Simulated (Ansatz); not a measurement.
# Is Al-Rh stack of (100) layers a stable metal?

Question: is the lattice of Al-Rh stack of (100) layers stable, and if so, what are its coupling constant and resistivity?

Method: DFT PBEsol, scalar-relativistic, plane waves, PAW; PAW set soft_1, in Ansatz 0.2.0.

Most raw output is cut from this account.

### 1. Starting point

The cell holds 2 atoms: 1 Al and 1 Rh. Its edges and angles: a = 2.687 Å, b = 2.687 Å, c = 12.900 Å, α = 90.0°, β = 90.0°, γ = 90.0°. Vacuum lies along c.

### 2. Rough relaxation

Large forces or a large pressure at the start call for a first relaxation with loose thresholds.

Contents of input.yaml:

```yaml
crystal:
  lattice:
    - [2.68701, 0.0, 0.0]
    - [0.0, 2.68701, 0.0]
    - [0.0, 0.0, 12.9]
  atoms:
    - { symbol: Al, position: [0.0, 0.0, 0.42635659] }
    - { symbol: Rh, position: [0.5, 0.5, 0.57364341] }
  periodic: [true, true, false]
kpoints:
  mp_grid: { grid: [8, 8, 1] }
hamiltonian:
  xc: pbesol
  pseudopotentials: { kind: paw, azcp: { folder: soft_1 }, xc_functional: pbe }
scf:
  occupations: { method: gaussian, width: 0.1 }
output:
  forces: true
  stress: true
  eigenvalues: true
relax:
  adjacent_minimum: "off"
  f_tol: 0.05
  max_steps: 80
  cell: { stress_2d_tol: 0.02 }
```

Run with:

```
$ ansatz run input.yaml --threads 4 --pin off --max-ram 12288MiB --backend cpu --events-out ev --progress --plain --runs-dir out
```

Wall time 24 s (4 threads of Arm Neoverse V1, shared host); peak memory 0.5 GiB; 91 s of CPU time.

The steps of the relaxation:

```
step  energy less that of the first step (eV)  largest force component (eV/Å)  volume (Å³)
   1                                   0.0000                          1.4044       199.27
   2                                  -0.2602                          0.3851       195.66
   3                                  -0.3348                          0.2400       202.87
   4                                  -0.4322                          0.0892       218.78
   5                                  -0.5570                          0.2379       239.62
   6                                  -0.5661                          0.0827       252.15
   7                                  -0.5694                          0.0269       248.30
   8                                  -0.5696                          0.0233       246.89
  9*                                  -0.5805                          0.0286       246.89
  10                                  -0.5817                          0.0019       249.40
  11                                  -0.5817                          0.0033       250.37
 12*                                  -0.5819                          0.0034       250.37
```

Relaxation steps marked * repeat the geometry before them on a plane-wave basis chosen anew for their cell, so energy and pressure can jump there.

Forces are held to the 8 operations that the run works with; a distortion that breaks them can't arise in this run.

```
cell as run  before  after   change
      a (Å)   2.687  3.012  +12.1 %
      b (Å)   2.687  3.012  +12.1 %
```

The atoms that moved most (Å, along periodic axes as changes of fractional coordinates times the final cell, across vacuum about the mean position):

```
atom     dx     dy      dz  length
 Al1  0.000  0.000   0.438   0.438
 Rh2  0.000  0.000  -0.438   0.438
```

The relaxed structure:

```xyz
2
Lattice="3.0119 0.0000 0.0000 0.0000 3.0119 0.0000 0.0000 0.0000 27.6000" Properties=species:S:1:pos:R:3
Al    0.0000    0.0000    5.9378
Rh    1.5059    1.5059    6.9622
```

This step gave:

| Property | Result |
| --- | --- |
| metallic on mesh | yes |
| gap on the k-mesh | 0 eV |

The relaxation ends with a largest force component of 0.0034 eV/Å.

### 3. Relaxing cell and atoms

Lattice constant and positions set the bands and the force constants, so the cell is relaxed first.

input.yaml, the sections that differ from step 2:

```yaml
crystal:
  lattice:
    - [3.0118959726, 0.0, 0.0]
    - [0.0, 3.0118959726, 0.0]
    - [0.0, 0.0, 27.599999956]
  atoms:
    - { symbol: Al, position: [0.0, 0.0, 0.2151365936] }
    - { symbol: Rh, position: [0.5, 0.5, 0.2522547115] }
  periodic: [true, true, false]
kpoints:
  mp_grid: { grid: [10, 10, 1] }
relax:
  adjacent_minimum: "off"
  f_tol: 0.005
  max_steps: 80
  cell: { stress_2d_tol: 0.02 }
# hamiltonian, scf, output: as in step 2
```

It took 18 s on 4 threads; peak memory 0.53 GiB; 67 s of CPU time.

Step by step:

```
step  energy less that of the first step (eV)  largest force component (eV/Å)  volume (Å³)
   1                                   0.0000                          0.1083       250.37
   2                                  -0.0023                          0.0548       252.15
   3                                  -0.0031                          0.0136       254.41
   4                                  -0.0030                          0.0304       254.76
   5                                  -0.0031                          0.0009       254.25
   6                                  -0.0033                          0.0008       254.25
```

The log counts 1 steps on a newly chosen plane-wave basis, not all of them marked here; energy and pressure can jump at such steps. Relaxation step 4 was tried and not accepted.

```
cell as run  before  after  change
      a (Å)   3.012  3.035  +0.8 %
      b (Å)   3.012  3.035  +0.8 %
```

The atoms that moved most (Å, along periodic axes as changes of fractional coordinates times the final cell, across vacuum about the mean position):

```
atom     dx     dy      dz  length
 Al1  0.000  0.000   0.020   0.020
 Rh2  0.000  0.000  -0.020   0.020
```

The relaxed structure:

```
Al Rh
1.0
     3.03513    0.00000    0.00000
     0.00000    3.03513    0.00000
     0.00000    0.00000   27.60000
Al Rh
1 1
Direct
  0.00000 0.00000 0.21588
  0.50000 0.50000 0.25152
```

The relaxation ends with a largest force component of 7.7e-4 eV/Å.

### 4. Tight relaxation

Residual forces and stress shift phonon frequencies, so the cell is relaxed again, with tight thresholds and the mesh and smearing of this input.

input.yaml, the sections that differ from step 3:

```yaml
crystal:
  lattice:
    - [3.0351342684, 0.0, 0.0]
    - [0.0, 3.0351342684, 0.0]
    - [0.0, 0.0, 27.599999956]
  atoms:
    - { symbol: Al, position: [0.0, 0.0, 0.215875876] }
    - { symbol: Rh, position: [0.5, 0.5, 0.2515154291] }
  periodic: [true, true, false]
scf:
  occupations: { method: methfessel_paxton, width: 0.2 }
relax:
  adjacent_minimum: "off"
  f_tol: 0.001
  max_steps: 60
  cell: { stress_2d_tol: 0.002 }
# kpoints, hamiltonian, output: as in step 3
```

Elapsed: 14 s, on 4 threads; peak memory 0.53 GiB; 53 s of CPU time.

Little changed from the start: no atom moved by 0.005 Å and no cell edge by 0.1 %.

### 5. Phonons by linear response: q 2×2×1, k 6×6×1

Before any scattering is computed, the phonons show whether the structure is a minimum.

input.yaml, the sections that differ from step 4:

```yaml
crystal:
  lattice:
    - [3.0354590324, 0.0, 0.0]
    - [0.0, 3.0354590324, 0.0]
    - [0.0, 0.0, 27.599999956]
  atoms:
    - { symbol: Al, position: [0.0, 0.0, 0.2158984667] }
    - { symbol: Rh, position: [0.5, 0.5, 0.2514928384] }
  periodic: [true, true, false]
kpoints:
  mp_grid: { grid: [6, 6, 1] }
output:
  eigenvalues: true
phonons:
  method: dfpt
  qmesh: [2, 2, 1]
  temperatures: { t_max: 1000, t_step: 50 }
  qpath:
    path: [[0.0, 0.0, 0.0], [0.0, 0.5, 0.0], [0.5, 0.5, 0.0], [0.0, 0.0, 0.0]]
    npoints: 10
# hamiltonian, scf: as in step 4
# relax: removed
```

The job ended after 34 s (4 threads; peak memory 0.8 GiB).

This step gave:

* share of imaginary modes in the plain interpolation between solved wavevectors: 0.0813
* highest frequency, solved or plainly interpolated: 410.6 cm⁻¹

Solved on the 2×2×1 mesh alone; all other wavevectors are interpolated. The phonon branches at the labelled points (cm⁻¹):

```
  point  branch 1  branch 2  branch 3  branch 4  branch 5  branch 6
      Γ         0         0         0       311       349       349
halfway       -41        93       113       302       336       380
      X        33        83       169       302       320       411
halfway        73        81       165       266       360       395
      M       101       101       139       248       382       382
halfway       -32        88       147       290       356       378
      Γ         0         0         0       311       349       349
```

Lowest modes at the softest wavevector of the mesh. The modes at q = (0.000, 0.500, 0.000) (shares of kinetic energy by element, %):

```
mode  frequency (cm⁻¹)  Al %  Rh %
   1              33.1    43    57
   2              83.4     7    93
   3             168.6     0   100
   4             302.0    57    43
   5             319.5   100     0
   6             410.6    93     7
```

Displacements in mode 1 (33.1 cm⁻¹), the largest set to 1, in the home cell:
```
Al1 0.00 0.00 1.00
Rh2 0.00 0.59 0.00
```

Displacements in mode 3 (168.6 cm⁻¹), the largest set to 1, in the home cell:
```
Al1 0.00 0.00 0.00
Rh2 1.00 0.00 0.00
```

Among the solved wavevectors the lowest mode, translations apart, is 33.1 cm⁻¹, so these are real on this k mesh.

### 6. Phonons: q 2×2×1, k 8×8×1

The interpolated branches dip below zero between the solved wavevectors, so the phonons are repeated with another k mesh.

input.yaml: that of step 5 with these lines changed.

```diff
@@ -10,3 +10,3 @@
 kpoints:
-  mp_grid: { grid: [6, 6, 1] }
+  mp_grid: { grid: [8, 8, 1] }
 hamiltonian:
```

The mesh is denser.

Elapsed: 47 s, on 4 threads; peak memory 0.83 GiB.

Numbers from this step:

| Quantity | Value |
| --- | --- |
| share of imaginary modes in the plain interpolation between solved wavevectors | 0.0572 |
| highest frequency, solved or plainly interpolated | 420.2 cm⁻¹ |

Solved on the 2×2×1 mesh alone; all other wavevectors are interpolated. Phonon branches along the path, in cm⁻¹:

```
  point  branch 1  branch 2  branch 3  branch 4  branch 5  branch 6
      Γ         0         0         0       288       349       349
halfway       -26        89       114       289       337       385
      X        28        92       171       297       321       420
halfway        80        92       169       265       362       400
      M       107       107       148       252       384       384
halfway        30        92       145       283       359       382
      Γ         0         0         0       288       349       349
```

Lowest modes at the softest wavevector of the mesh. Modes at q = (0.500, 0.000, 0.000), with each element's share of the kinetic energy:

```
mode  frequency (cm⁻¹)  Al %  Rh %
   1              27.8    44    56
   2              91.9     7    93
   3             170.6     0   100
   4             296.9    56    44
   5             320.7   100     0
   6             420.2    93     7
```

Displacements in mode 1 (27.8 cm⁻¹), the largest set to 1, in the home cell:
```
Al1 0.00 0.00 1.00
Rh2 0.58 0.00 0.00
```

Displacements in mode 4 (296.9 cm⁻¹), the largest set to 1, in the home cell:
```
Al1  0.00  0.00  1.00
Rh2 -0.45  0.00  0.00
```

The modes has structure finer than the step of the table below, so its rows give means over 20 cm⁻¹, whole bins alone (the curve runs from -35.3 to 442 cm⁻¹). Peaks (cm⁻¹: height): Al -23.3: 0.00634, 93.8: 0.00867, 289.1: 0.0367, 346.2: 0.0276, 388.2: 0.0275; Rh -23.3: 0.0181, 93.8: 0.0521, 156.9: 0.0257, 289.1: 0.0156.

Phonopy on the run's constants, 19x19x1 mesh, Gaussian sigma 3.4 cm⁻¹. The modes by wavenumber; means over each step; values in 1/cm⁻¹/cell:

```
wavenumber (cm⁻¹)       Al       Rh
              -20  0.00377   0.0107
                0  0.00117  0.00298
               20  0.00242  0.00522
               40  0.00322  0.00751
               60  0.00298  0.00874
               80  0.00368   0.0158
              100  0.00630   0.0321
              120   8.8e-4  0.00501
              140   9.5e-4  0.00820
              160  0.00131   0.0226
              180   6.5e-5  0.00375
              200        0        0
              220        0        0
              240   5.5e-4   1.3e-5
              260  0.00982  0.00122
              280   0.0201  0.00767
              300  0.00710  0.00348
              320  0.00438   3.0e-4
              340   0.0193  0.00312
              360   0.0184  0.00351
              380   0.0204  0.00450
              400   0.0170  0.00252
              420  0.00615   5.4e-4
```

No LO-TO term; unit eigenvectors of the mass-weighted matrix. Modes at Γ, with each element's share of the kinetic energy:

```
mode  frequency (cm⁻¹)  symmetry  Al %  Rh %
   1               0.0   unnamed    21    79
   2               0.0   unnamed    21    79
   3               0.0   unnamed    21    79
   4             287.8        A1    79    21
   5             349.1         E    79    21
   6             349.1         E    79    21
```

Displacements in mode 4 (287.8 cm⁻¹), the largest set to 1:
```
Al1  0.00  0.00  1.00
Rh2  0.00  0.00 -0.26
```

Displacements in mode 5 (349.1 cm⁻¹), the largest set to 1:
```
Al1  1.00  0.00  0.00
Rh2 -0.26  0.00  0.00
```

Among the solved wavevectors the lowest mode, translations apart, is 27.8 cm⁻¹, so these are real on this k mesh.

### 7. Resistivity: q 2×2×1, k 8×8×1, scattering 12×12×1

Phonons, couplings and the Boltzmann equation in one run.

input.yaml: that of step 6 with these lines changed.

```diff
@@ -25 +25,4 @@
     npoints: 10
+  electrical_resistivity:
+    mesh: [12, 12, 1]
+    temperatures: [20.0, 50.0, 77.0, 100.0, 150.0, 200.0, 300.0, 400.0, 600.0, 800.0]
```

Run time: 43 s. Hardware: 4 threads; peak memory 0.84 GiB.

The run ended with an error.

The program's message: “electrical resistivity: the mode of lowest frequency at the wavevector [0.0000, 0.2500, 0.0000] is imaginary, -25.66 cm⁻¹ (written negative): every mode at the wavevectors of the force constants' own …”

The run stops because a mode is imaginary on the scattering mesh, where no scattering rate is defined; denser k meshes, other smearings and, between solved wavevectors, finer q meshes show whether the instability is real.

### 8. Outcome

- phonon run of the rows without a label of their own: PBEsol, q 2×2×1, k 8×8×1
- softest mode on the q mesh: 27.8 cm⁻¹ at q = (0.5, 0, 0)
- highest frequency, solved or plainly interpolated: 420 cm⁻¹

No coupling constant or resistivity was obtained: the scattering run stopped at an imaginary mode. The solved wavevectors are stable, but 5.7 % of the interpolated modes are imaginary, so no scattering result was obtained. The PAW files were made for PBE; under other functionals the run regenerates their frozen core. The structure was built by hand as an ordered model, and its stability against other phases was not tested.

[Logs are printed without paths, hosts, clocks, repeated set-up lines and the standing remarks that a program may print on its own settings, such as how far it seeks lower states.]

[Hosts, paths, dates, database ids (printed as entryN), source tags and the programs' standing remarks are cut or masked in the printed files.]
